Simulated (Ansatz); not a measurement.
Reflectivity of WC (P-6m2) at normal incidence (Ansatz, PBE, independent particles, without spin-orbit coupling, line width 0.1 eV (Gaussian), carrier damping 0.05 eV):

```tsv
E (eV)	R (%)
1.00	37.4
1.25	41.0
1.50	41.9
1.75	42.4
2.00	43.2
2.25	44.5
2.50	46.3
2.75	48.3
3.00	50.0
3.25	49.2
3.50	48.5
3.75	48.0
4.00	47.4
4.25	50.6
4.50	49.9
4.75	50.5
5.00	47.9
```

Task: What colour would a polished face show in daylight?

Result: Light grey: CIE x = 0.303, y = 0.319, luminous reflectivity 46 % under D65, from the mean over the axes.

[Logs are printed without paths, hosts, clocks, repeated set-up lines and the standing remarks that a program may print on its own settings, such as how far it seeks lower states.]
